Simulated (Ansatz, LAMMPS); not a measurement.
# A frame of liquid (K,Li)I from 1300 K, run at 400 K (72 atoms) in motion

Wanted: a short trajectory of a frame of liquid (K,Li)I from 1300 K, run at 400 K (72 atoms) with its pair distributions.

Main program and level: Ansatz 0.2.0; Kohn-Sham DFT, PBE, PAW (set soft_2, large core), plane waves.

**1. Starting point**

The cell holds 72 atoms: 21 K, 15 Li and 36 I. Its edges and angles: a = 15.561 Å, b = 15.561 Å, c = 15.561 Å, α = 90.0°, β = 90.0°, γ = 90.0°. 72 atoms (21 K, 15 Li, 36 I) placed at random at 2.42 g/cm³, melted at 1800 K for 10 ps at fixed volume with the Lennard-Jones and Coulomb ion parameters for SPC/E (Joung and Cheatham, J. Phys. Chem. B 112, 9020 (2008)), full charges. Snapshot at the end of a hold of 20 ps at 1300 K and fixed volume.

What the set-up can't give: The starting topology of bonds comes from the classical model, and needn't be the one that DFT or experiment would give. The cell was made at 1300 K but the dynamics is set to 400 K: the trajectory isn't one at 1300 K. The ion parameters were fitted for water, not for melts, so the starting structure of this cell may lie well off the real melt's. The Brillouin zone is sampled at Γ only, in a cell whose shortest periodic width is 16 Å. The levels lack spin–orbit coupling, which is large for the heavy elements here.

**2. Dynamics started at 400 K**

A Nosé–Hoover thermostat steers the temperature while disturbing the dynamics little. The time step is 1.0 fs.

File input.yaml:

```yaml
crystal:
  lattice:
    - [15.5611, 0.0, 0.0]
    - [0.0, 15.5611, 0.0]
    - [0.0, 0.0, 15.5611]
  atoms:
    - { symbol: K, position: [0.83828, 0.8982, 0.62554] }
    - { symbol: K, position: [0.90696, 0.33317, 0.11498] }
    - { symbol: K, position: [0.99166, 0.98224, 0.87967] }
    - { symbol: K, position: [0.17638, 0.80897, 0.86898] }
    [... 62 atom lines left out ...]
    - { symbol: I, position: [0.03386, 0.87489, 0.03126] }
    - { symbol: I, position: [0.51227, 0.79496, 0.34129] }
    - { symbol: I, position: [0.0571, 0.36782, 0.33522] }
    - { symbol: I, position: [0.6427, 0.97667, 0.81428] }
    - { symbol: I, position: [0.92223, 0.57999, 0.55332] }
    - { symbol: I, position: [0.53728, 0.76268, 0.61649] }
kpoints:
  mp_grid: { grid: [1, 1, 1] }
hamiltonian:
  xc: pbe
  pseudopotentials: { kind: paw, core: large }
scf:
  occupations: { method: fixed }
output:
  forces: true
  stress: true
md:
  timestep: 1.0
  n_steps: 79
  ensemble: nvt_nose_hoover
  temperature: 400
  initial_velocities: maxwell_boltzmann
  seed: 8384
```

The run is started by

```
ansatz run input.yaml --threads 4 --pin off --max-ram 8192MiB --backend cpu --events-out ev --progress --plain --runs-dir out
```

Wall time 22 min (4 threads of Intel Xeon Platinum 8559C (Emerald Rapids), shared host); peak memory 3.7 GiB; 53 min of CPU time.

The program notes that potentials were chosen by core size, the SCF threshold is loose for the stress and it switched symmetry off.

The trajectory, sampled:

```
time (fs)  T (K)  potential (meV/atom)  conserved (meV/atom)
      0.0    400                   0.0                  0.00
      5.0    406                  -0.7                  0.00
     11.0    422                  -2.8                  0.00
     16.0    442                  -5.4                  0.00
     21.0    465                  -8.4                  0.00
     26.0    489                 -11.6                  0.00
     32.0    518                 -15.4                  0.00
     37.0    541                 -18.7                  0.00
     42.0    564                 -22.1                  0.00
     47.0    585                 -25.5                  0.00
     53.0    606                 -29.1                  0.00
     58.0    615                 -31.4                 -0.01
     63.0    614                 -32.6                 -0.01
     68.0    603                 -32.8                 -0.01
     74.0    575                 -31.2                 -0.01
     79.0    543                 -28.7                  0.00
```

Mean square displacement from the first frame to the last: K 0.19 Å², Li 0.74 Å², I 0.056 Å².

Mean square displacement against time lag:

```
time lag (fs)   I (Å²)   K (Å²)  Li (Å²)
          1.0   1.1e-5   3.4e-5   2.0e-4
          2.0   4.5e-5   1.3e-4   8.0e-4
          4.0   1.8e-4   5.4e-4  0.00320
          5.0   2.8e-4   8.4e-4  0.00500
          7.0   5.6e-4  0.00166  0.00982
          9.0   9.2e-4  0.00274   0.0162
         10.0  0.00114  0.00339   0.0200
         12.0  0.00163  0.00489   0.0288
         14.0  0.00222  0.00666   0.0391
         15.0  0.00255  0.00765   0.0448
         17.0  0.00327  0.00984   0.0573
         18.0  0.00366   0.0110   0.0641
         20.0  0.00451   0.0136   0.0786
         22.0  0.00545   0.0165   0.0944
         23.0  0.00595   0.0180    0.103
         25.0  0.00701   0.0213    0.120
         27.0  0.00816   0.0248    0.139
         28.0  0.00876   0.0267    0.149
         30.0   0.0100   0.0306    0.168
         31.0   0.0107   0.0327    0.179
         33.0   0.0121   0.0370    0.200
         35.0   0.0135   0.0415    0.222
         36.0   0.0143   0.0439    0.233
         38.0   0.0159   0.0487    0.256
         40.0   0.0175   0.0539    0.279
```

Over the second half of 79 fs the temperature averages 591 K with swings of 21 K r.m.s. The conserved energy stays within 0.01 meV/atom. From first frame to last Li has the largest mean square displacement, 0.74 Å² at the end; the farthest move is 1.85 Å. The mean temperature of 591 K lies well off the 400 K of the input, so the thermostat hasn't yet brought the run to equilibrium. The run spans 0.08 ps, too short for its means to be equilibrium values.

**3. Local order late in the run**

The g(r) is a mean over the second half.

Density 2.42 g/cm³, 52.33 Å³ an atom.

Mean of 15 frames. Pair distribution functions g(r), in bins of 0.2 Å:

```
r (Å)  total   I-I   I-K  I-Li   K-K  K-Li  Li-Li
 2.40   0.07  0.00  0.00  0.33  0.00  0.00   0.00
 2.60   1.14  0.00  0.00  5.48  0.00  0.00   0.00
 2.80   1.45  0.00  0.00  6.95  0.00  0.00   0.00
 3.00   0.76  0.00  0.04  3.13  0.00  0.00   2.18
 3.20   0.91  0.00  1.94  1.30  0.00  0.28   0.95
 3.40   1.36  0.00  3.95  0.78  0.00  0.08   0.99
 3.60   1.00  0.00  2.87  0.21  0.00  0.55   1.17
 3.80   0.83  0.12  2.21  0.26  0.00  0.28   1.38
 4.00   0.84  0.46  1.72  0.10  0.52  1.06   0.66
 4.20   0.88  1.41  0.62  0.17  0.64  1.72   1.08
 4.40   1.14  2.31  1.12  0.51  0.26  0.91   0.10
 4.60   1.44  2.41  1.13  0.87  0.74  1.77   1.02
 4.80   1.13  1.39  0.78  0.53  2.23  1.86   0.65
 5.00   1.04  1.89  0.52  0.73  0.87  1.47   0.36
 5.20   0.99  1.06  0.54  0.83  1.00  2.31   0.66
 5.40   0.91  1.08  0.39  0.76  1.09  1.78   1.31
 5.60   1.10  1.23  0.88  0.71  1.39  1.45   2.17
 5.80   1.06  1.25  0.70  0.75  2.19  1.56   0.43
 6.00   0.84  0.81  0.54  0.76  1.68  1.33   0.39
 6.20   0.70  0.59  0.48  0.99  0.64  0.99   0.66
 6.40   0.88  0.91  0.59  1.18  1.17  0.95   0.63
 6.60   0.97  0.82  0.88  1.30  1.38  0.82   0.39
 6.80   1.16  0.97  1.49  1.52  0.80  0.43   1.02
 7.00   1.05  1.02  1.12  1.15  1.60  0.57   0.58
 7.20   1.18  0.89  1.61  1.19  1.27  0.71   0.98
 7.40   0.96  0.69  1.20  1.06  0.84  0.75   1.12
 7.60   1.01  0.63  1.46  1.21  0.47  0.68   1.18
```

**4. Single point at the last frame**

The last frame is solved again with fuller output, to read the electronic structure of a thermally displaced geometry.

File input.yaml:

```yaml
crystal:
  lattice:
    - [15.5611, 0.0, 0.0]
    - [0.0, 15.5611, 0.0]
    - [0.0, 0.0, 15.5611]
  atoms:
    - { symbol: K, position: [0.85056, 0.88326, 0.61201] }
    - { symbol: K, position: [0.90213, 0.32292, 0.10404] }
    - { symbol: K, position: [0.98464, 0.01342, 0.85875] }
    - { symbol: K, position: [0.15209, 0.77194, 0.89059] }
    [... 62 atom lines left out ...]
    - { symbol: I, position: [0.04736, 0.86955, 0.03489] }
    - { symbol: I, position: [0.509, 0.77539, 0.33151] }
    - { symbol: I, position: [0.05795, 0.35962, 0.3452] }
    - { symbol: I, position: [0.65553, 0.98206, 0.82185] }
    - { symbol: I, position: [0.9287, 0.57828, 0.55845] }
    - { symbol: I, position: [0.54234, 0.77339, 0.61508] }
kpoints:
  mp_grid: { grid: [1, 1, 1] }
hamiltonian:
  xc: pbe
  pseudopotentials: { kind: paw, core: large }
scf:
  occupations: { method: fixed }
output:
  forces: true
  stress: true
  populations: true
  dos:
    method: { smearing: { sigma: 0.1 } }
    de: 0.1
    projected: { site_lists: { I: [I], K: [K], Li: [Li] } }
  eigenvalues: true
  write_density: true
  write_potential: true
  volumetric_format: npy
```

Elapsed: 63 s, on 4 threads; peak memory 3.7 GiB.

The program notes that the exchange-correlation potential is rough where the density is thin.

The run gave:

```yaml
free_energy: -221488.3936 eV
free_energy_per_atom: -3076.2277 eV/atom
scf_cycles: 10
pressure: -0.2566 GPa
r_m_s_force_component: 0.2241 eV/Å
longest_force: 0.8021 eV/Å
fermi_energy: 0.1058 eV
spacing_of_highest_filled_and_lowest_empty_level: 2.791 eV
spilling_of_the_projection: 0.004678
```

Length of the force by element:

```
element  coordination  atoms  mean length of the force (eV/Å)  spread   least   most
      I           all     36                            0.355   0.151  0.0497  0.657
      K           all     21                            0.316   0.204    0.04  0.798
     Li           all     15                            0.377   0.161   0.144  0.802
```

Löwdin charges by element (they lack the spilled electrons, 0.032 e an atom on average):

```
element  coordination  atoms  mean charge (e)  spread   least    most
      I           all     36           -0.636  0.0349  -0.694  -0.551
      K           all     21            0.742  0.0209   0.707   0.775
     Li           all     15            0.640  0.0163   0.606   0.662
```

Density of states as counts of states in windows of 1 eV (from the Fermi level), total and the larger projections:

```
from (eV)  to (eV)  total   I p   K s   I s   K p
      -18      -15    0.0   0.0   0.0   0.0   0.0
      -15      -14    0.4   0.0   0.0   0.0   0.4
      -14      -13   96.8   0.2   0.1   0.5  95.9
      -13      -12   31.8   0.1   0.1   3.1  28.3
      -12      -11   20.3   0.0   0.5  18.6   0.5
      -11      -10   48.7   0.0   1.0  46.2   0.5
      -10       -9    0.1   0.0   0.0   0.1   0.0
       -9       -4    0.0   0.0   0.0   0.0   0.0
       -4       -3    1.9   1.6   0.0   0.0   0.0
       -3       -2   20.7  18.7   0.5   0.1   0.0
       -2       -1   92.4  86.7   2.4   0.2   0.2
       -1        0   99.9  97.3   1.0   0.1   0.1
        0        1    1.1   1.1   0.0   0.0   0.0
        1        2    0.0   0.0   0.0   0.0   0.0
        2        3    2.0   0.1   1.1   0.3   0.0
        3        4   14.0   1.2   6.7   0.6   0.0
        4        5   52.9   2.6  14.9   1.1   0.0
```

With fixed occupations the program's Fermi level is the highest filled level; weight inside the gap is the broadening of levels at its edges.

The stored curve holds about 414 of the 486 electrons; the rest, give or take the few that broadening carries across the Fermi level, lie in deeper levels below its range.

The levels nearest the highest filled one (over half full), pooled over k-points and spins:

```
level less the highest filled one (eV)  occupation
                                -0.156           2
                                -0.146           2
                                -0.111           2
                               -0.0651           2
                               -0.0287           2
                                     0           2
                                  2.79           0
                                  3.26           0
                                  3.53           0
                                  3.68           0
                                  3.78           0
                                  3.89           0
```

Mean Löwdin charges: I -0.64, K +0.74, Li +0.64 e (they miss 0.47 % of the electrons, so they add up to more than the cell's charge). The largest share in the top eV of filled states is I p (98 % of the projected weight), and in the lowest eV of empty states K s (60 % of the projected weight).

**5. What came out**

```yaml
mean_temperature_second_half: 590.8 K
temperature_swing_second_half: 21.33 K
mean_pressure_second_half: -0.0978 GPa
slope_of_the_conserved_energy_against_time_by_least_squares: -0.0766 meV/atom/ps
free_energy_per_atom: -3076.2277 eV/atom
pressure: -0.2566 GPa
r_m_s_force_component: 0.2241 eV/Å
spacing_of_highest_filled_and_lowest_empty_level: 2.791 eV
wall_time_of_the_2_dft_runs: 23 min
```

**Reading.** Over the second half of 79 fs the temperature averages 591 K with swings of 21 K r.m.s. The conserved energy stays within 0.01 meV/atom. The mean temperature of 591 K lies well off the 400 K of the input, so the thermostat hasn't yet brought the run to equilibrium. The run spans 0.08 ps, too short for its means to be equilibrium values. Filled and empty levels are parted by 2.79 eV (at Γ alone); a semilocal functional tends to put such gaps too low. In a disordered cell it changes from sample to sample and from frame to frame.

Caveats: The pressure of a single frame lacks the kinetic term, about 0.16 GPa here.

[Logs are printed without paths, hosts, clocks, repeated set-up lines and the standing remarks that a program may print on its own settings, such as how far it seeks lower states.]

[Hosts, paths, dates, database ids (printed as entryN), source tags and the programs' standing remarks are cut or masked in the printed files.]
